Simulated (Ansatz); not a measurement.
# Lattice dynamics of (KF)2(AgCl)2 [001] superlattice, started as rocksalt type

Task: relax (KF)2(AgCl)2 [001] superlattice, started as rocksalt type, then find its harmonic phonons.

Program: Ansatz 0.2.0. Level of theory: DFT PBE, scalar-relativistic, plane waves, PAW. Results are calculated unless marked as measured.

The structure was built from a prototype and need not be the compound's stable phase.

## (1) The starting structure

It takes space group P4/nmm (No. 129, tetragonal). Conventional cell: a = 3.854 Å, b = 3.854 Å, c = 10.900 Å, α = 90.00°, β = 90.00°, γ = 90.00°. Ag has 5 Cl at 2.73 Å and 1 F at 2.73 Å nearest. Cl has 5 Ag at 2.73 Å and 1 K at 2.73 Å nearest. F has 1 Ag at 2.72 Å and 5 K at 2.73 Å nearest. Nearest to K lie 1 Cl at 2.72 Å and 5 F at 2.73 Å. Farther neighbours and most contacts between anions are not listed.

Structure file:

```cif
data_structure
_symmetry_space_group_name_H-M 'P 1'
_symmetry_Int_Tables_number 1
_cell_length_a 3.8537
_cell_length_b 3.8537
_cell_length_c 10.9000
_cell_angle_alpha 90.000
_cell_angle_beta 90.000
_cell_angle_gamma 90.000
_cell_volume 161.88
loop_
_atom_site_label
_atom_site_type_symbol
_atom_site_fract_x
_atom_site_fract_y
_atom_site_fract_z
_atom_site_occupancy
Ag1 Ag 0.00000 0.00000 0.50000 1
Ag2 Ag 0.50000 0.50000 0.75000 1
Cl3 Cl 0.50000 0.50000 0.50000 1
Cl4 Cl 0.00000 0.00000 0.75000 1
F5 F 0.50000 0.50000 0.00000 1
F6 F 0.00000 0.00000 0.25000 1
K7 K 0.00000 0.00000 0.00000 1
K8 K 0.50000 0.50000 0.25000 1
```

## (2) Rough relaxation

The start is far from rest, so a relaxation with loose tolerances brings it close first.

Input file input.yaml:

```yaml
crystal:
  lattice:
    - [2.725, 2.725, 0.0]
    - [-2.725, 2.725, 0.0]
    - [0.0, 0.0, 10.9]
  atoms:
    - { symbol: Ag, position: [0.0, 0.0, 0.5] }
    - { symbol: Ag, position: [0.5, 0.5, 0.75] }
    - { symbol: Cl, position: [0.5, 0.5, 0.5] }
    - { symbol: Cl, position: [0.0, 0.0, 0.75] }
    - { symbol: F, position: [0.5, 0.5, 0.0] }
    - { symbol: F, position: [0.0, 0.0, 0.25] }
    - { symbol: K, position: [0.0, 0.0, 0.0] }
    - { symbol: K, position: [0.5, 0.5, 0.25] }
kpoints:
  mp_grid: { grid: [6, 6, 2] }
hamiltonian:
  xc: pbe
scf:
  occupations: { method: gaussian, width: 0.1 }
output:
  forces: true
  stress: true
  eigenvalues: true
relax:
  adjacent_minimum: "off"
  f_tol: 0.05
  max_steps: 80
  cell: { stress_tol: 0.5 }
```

Launch:

```sh
ansatz run input.yaml --threads 8 --pin off --max-ram 14336MiB --backend cpu --events-out ev --progress --plain --runs-dir out
```

Numbers of over 12 decimals in the logs are rounded to 6 here.

Log:

```text
The last accepted step is kept in <dir> (removed where the run ends without a failure and the disk answers)
Engine: ansatz 0.2.0, x86_64-unknown-linux-gnu
Pseudopotentials: kind: paw
Pseudopotential: Ag, paw, valence charge 19, recommended cutoff 420 eV (normal), Ag.paw.azcp
Pseudopotential: Cl, paw, valence charge 7, recommended cutoff 420 eV (normal), Cl.paw.azcp
[...]
- [2.716777, 2.716777, 0.0]
    - [-2.716777, 2.716777, 0.0]
    - [0.0, 0.0, 11.595478]
  atoms:
    - { symbol: Ag, position: [0, 0, 0.485742] }
    - { symbol: Ag, position: [0.5, 0.5, 0.764258] }
    - { symbol: Cl, position: [0.5, 0.5, 0.503704] }
    - { symbol: Cl, position: [0, 0, 0.746296] }
    - { symbol: F, position: [0.5, 0.5, 0.0058256] }
    - { symbol: F, position: [0, 0, 0.244174] }
    - { symbol: K, position: [0, 0, 0.011049] }
    - { symbol: K, position: [0.5, 0.5, 0.238951] }
[key lines of the parts left out:]
SCF converged after 6 iterations
Free energy (F): -22039.160156 eV
Fermi energy:    6.148743 eV
P = ⅓ Tr σ = 0.0788 GPa (0.788 kbar)
```

Elapsed: 9.4 s, on 8 threads of Intel Xeon Platinum 8275CL at 3.00GHz (Skylake/Cascade Lake), shared host; peak memory 0.79 GiB; 64 s of CPU time.

The steps of the relaxation:

```csv
step,energy less that of the first step (eV),largest force component (eV/Å),pressure (GPa),volume (Å³)
1,0.0000,0.9724,2.77,161.88
2,-0.2023,0.4316,0.05,170.23
3,-0.2857,0.0590,-0.39,172.05
4,-0.3004,0.0581,-0.06,170.73
5,-0.3031,0.0129,-0.11,171.17
6*,-0.3225,0.0129,0.08,171.17
```

Relaxation steps marked * repeat the geometry before them on a plane-wave basis chosen anew for their cell, so energy and pressure can jump there.

Forces are held to the 16 operations that the run works with; a distortion that breaks them can't arise in this run.

```csv
"conventional cell, symmetrised",before,after,change
a (Å),3.854,3.842,-0.3 %
b (Å),3.854,3.842,-0.3 %
c (Å),10.900,11.595,+6.4 %
volume (Å³/atom),20.23,21.40,+5.7 %
```

The atoms that moved most (Å, as changes of fractional coordinates times the final cell):

```csv
atom,dx,dy,dz,length
Ag2,0.000,0.000,0.165,0.165
Ag1,0.000,0.000,-0.165,0.165
K8,0.000,0.000,-0.128,0.128
K7,0.000,0.000,0.128,0.128
F6,0.000,0.000,-0.068,0.068
F5,0.000,0.000,0.068,0.068
Cl3,0.000,0.000,0.043,0.043
Cl4,0.000,0.000,-0.043,0.043
```

A gap read on the k-mesh alone can miss the band edges.

Numbers from this step:

```yaml
pressure: 0.07876 GPa
gap_on_the_k_mesh: 1.249 eV
volume_per_atom: 21.40 Å³
direct_gap_on_mesh: 3.007 eV
```

In this step the volume went from 20.23 to 21.40 Å³/atom.

## (3) Bringing the structure to rest

The cell and atoms are relaxed, since residual forces and stress would shift the frequencies.

Input file input.yaml:

```yaml
crystal:
  lattice:
    - [2.7167769663, 2.7167769663, 0.0]
    - [-2.7167769663, 2.7167769663, 0.0]
    - [0.0, 0.0, 11.5954777257]
  atoms:
    - { symbol: Ag, position: [0.0, 0.0, 0.4857416819] }
    - { symbol: Ag, position: [0.5, 0.5, 0.7642583181] }
    - { symbol: Cl, position: [0.5, 0.5, 0.5037037765] }
    - { symbol: Cl, position: [0.0, 0.0, 0.7462962235] }
    - { symbol: F, position: [0.5, 0.5, 0.0058255995] }
    - { symbol: F, position: [0.0, 0.0, 0.2441744005] }
    - { symbol: K, position: [0.0, 0.0, 0.011048824] }
    - { symbol: K, position: [0.5, 0.5, 0.238951176] }
kpoints:
  mp_grid: { grid: [6, 6, 2] }
hamiltonian:
  xc: pbe
scf:
  occupations: { method: gaussian, width: 0.02 }
output:
  forces: true
  stress: true
  eigenvalues: true
relax:
  adjacent_minimum: "off"
  f_tol: 0.005
  max_steps: 80
  cell: { stress_tol: 0.05 }
```

Log:

```text
[...]
Crystal: 8 atoms, lattice volume = 171.170 Å³
Basis set: ecut = 420 eV, 3383 PW (Γ), exchange–correlation on 54×54×160 points (8 copies of the dense FFT grid, shifted against one another)
Bands: 51, of which v1, the nominal top of the filled ones, is band 42 counted from 1 (41 counted from 0)
Symmetry: 16 space group operations
[...]
k-points: 20 of 72
[...]
- [2.711340, 2.711340, 0]
    - [-2.711340, 2.711340, 0]
    - [0, 0, 11.701030]
  atoms:
    - { symbol: Ag, position: [0, 0, 0.485286] }
    - { symbol: Ag, position: [0.5, 0.5, 0.764714] }
    - { symbol: Cl, position: [0.5, 0.5, 0.502953] }
    - { symbol: Cl, position: [0, 0, 0.747047] }
    - { symbol: F, position: [0.5, 0.5, 0.00702699] }
    - { symbol: F, position: [0, 0, 0.242973] }
    - { symbol: K, position: [0, 0, 0.011478] }
    - { symbol: K, position: [0.5, 0.5, 0.238522] }
[key lines of the parts left out:]
SCF converged after 6 iterations
Free energy (F): -22039.161652 eV
Fermi energy:    6.058566 eV
P = ⅓ Tr σ = 0.0075 GPa (0.075 kbar)
```

Elapsed: 9.6 s, on 8 threads; peak memory 0.79 GiB.

The steps of the relaxation:

```csv
step,energy less that of the first step (eV),largest force component (eV/Å),pressure (GPa),volume (Å³)
1,0.0000,0.0128,0.08,171.17
2,-0.0002,0.0162,-0.05,171.99
3,-0.0004,0.0117,0.00,172.04
4,-0.0006,0.0083,0.01,171.98
5,-0.0006,0.0018,0.00,172.04
6*,-0.0015,0.0018,0.01,172.04
```

Relaxation steps marked * repeat the geometry before them on a plane-wave basis chosen anew for their cell, so energy and pressure can jump there.

The run keeps the 16 symmetry operations that it works with, so distortions that break them were not tested.

```csv
"conventional cell, symmetrised",before,after,change
a (Å),3.842,3.834,-0.2 %
b (Å),3.842,3.834,-0.2 %
c (Å),11.595,11.701,+0.9 %
volume (Å³/atom),21.40,21.50,+0.5 %
```

The atoms that moved most (Å, as changes of fractional coordinates times the final cell):

```csv
atom,dx,dy,dz,length
F6,0.000,0.000,-0.014,0.014
F5,0.000,0.000,0.014,0.014
Cl3,0.000,0.000,-0.009,0.009
Cl4,0.000,0.000,0.009,0.009
Ag2,0.000,0.000,0.005,0.005
Ag1,0.000,0.000,-0.005,0.005
K8,0.000,0.000,-0.005,0.005
K7,0.000,0.000,0.005,0.005
```

This step gave:

| Item | Value |
| --- | --- |
| pressure | 0.007483 GPa |
| gap on the k-mesh | 1.215 eV |
| volume per atom | 21.50 Å³ |
| direct gap on mesh | 3.010 eV |

In this step the volume went from 21.40 to 21.50 Å³/atom.

## (4) Tight relaxation

Phonons need a cell at rest on their own settings, so the relaxation is repeated with tight tolerances on forces and stress, using the mesh and the filling of the phonon run that follows.

Input file input.yaml:

```yaml
crystal:
  lattice:
    - [2.7113398539, 2.7113398539, 0.0]
    - [-2.7113398539, 2.7113398539, 0.0]
    - [0.0, 0.0, 11.7010298011]
  atoms:
    - { symbol: Ag, position: [0.0, 0.0, 0.4852862135] }
    - { symbol: Ag, position: [0.5, 0.5, 0.7647137865] }
    - { symbol: Cl, position: [0.5, 0.5, 0.5029531665] }
    - { symbol: Cl, position: [0.0, 0.0, 0.7470468335] }
    - { symbol: F, position: [0.5, 0.5, 0.0070269935] }
    - { symbol: F, position: [0.0, 0.0, 0.2429730065] }
    - { symbol: K, position: [0.0, 0.0, 0.0114776189] }
    - { symbol: K, position: [0.5, 0.5, 0.2385223811] }
kpoints:
  mp_grid: { grid: [8, 8, 2] }
hamiltonian:
  xc: pbe
scf:
  occupations: { method: fixed }
output:
  forces: true
  stress: true
  eigenvalues: true
relax:
  adjacent_minimum: "off"
  f_tol: 0.001
  max_steps: 60
  cell: { stress_tol: 0.01 }
```

Log:

```text
[...]
Crystal: 8 atoms, lattice volume = 172.037 Å³
Basis set: ecut = 420 eV, 3407 PW (Γ), exchange–correlation on 54×54×160 points (8 copies of the dense FFT grid, shifted against one another)
Bands: 51, of which v1, the nominal top of the filled ones, is band 42 counted from 1 (41 counted from 0)
Symmetry: 16 space group operations
[...]
k-points: 30 of 128
[...]
- [2.711118, 2.711118, 0.0]
    - [-2.711118, 2.711118, 0.0]
    - [0.0, 0.0, 11.710230]
  atoms:
    - { symbol: Ag, position: [0, 0, 0.485365] }
    - { symbol: Ag, position: [0.5, 0.5, 0.764635] }
    - { symbol: Cl, position: [0.5, 0.5, 0.502799] }
    - { symbol: Cl, position: [0, 0, 0.747201] }
    - { symbol: F, position: [0.5, 0.5, 0.00715268] }
    - { symbol: F, position: [0, 0, 0.242847] }
    - { symbol: K, position: [0, 0, 0.011608] }
    - { symbol: K, position: [0.5, 0.5, 0.238392] }
[key lines of the parts left out:]
SCF converged after 8 iterations
Free energy (F): -22039.162193 eV
Fermi energy:    5.441501 eV
P = ⅓ Tr σ = -0.0039 GPa (-0.039 kbar)
```

Elapsed: 8.9 s, on 8 threads; peak memory 0.84 GiB; 64 s of CPU time.

Little changed from the start: no atom moved by 0.005 Å and no cell edge by 0.1 %.

This step gave:

```yaml
pressure: -0.003862 GPa
gap_on_the_k_mesh: 1.212 eV
volume_per_atom: 21.52 Å³
direct_gap_on_mesh: 3.012 eV
```

The largest force component left is 0.56 meV/Å and the pressure is -0.004 GPa, within the tolerances set. The cell now holds 21.52 Å³/atom.

(Continued in part 2 of 2.)

[Logs are printed without paths, hosts, clocks, repeated set-up lines and the standing remarks that a program may print on its own settings, such as how far it seeks lower states.]

[Hosts, paths, dates, database ids (printed as entryN), source tags and the programs' standing remarks are cut or masked in the printed files.]
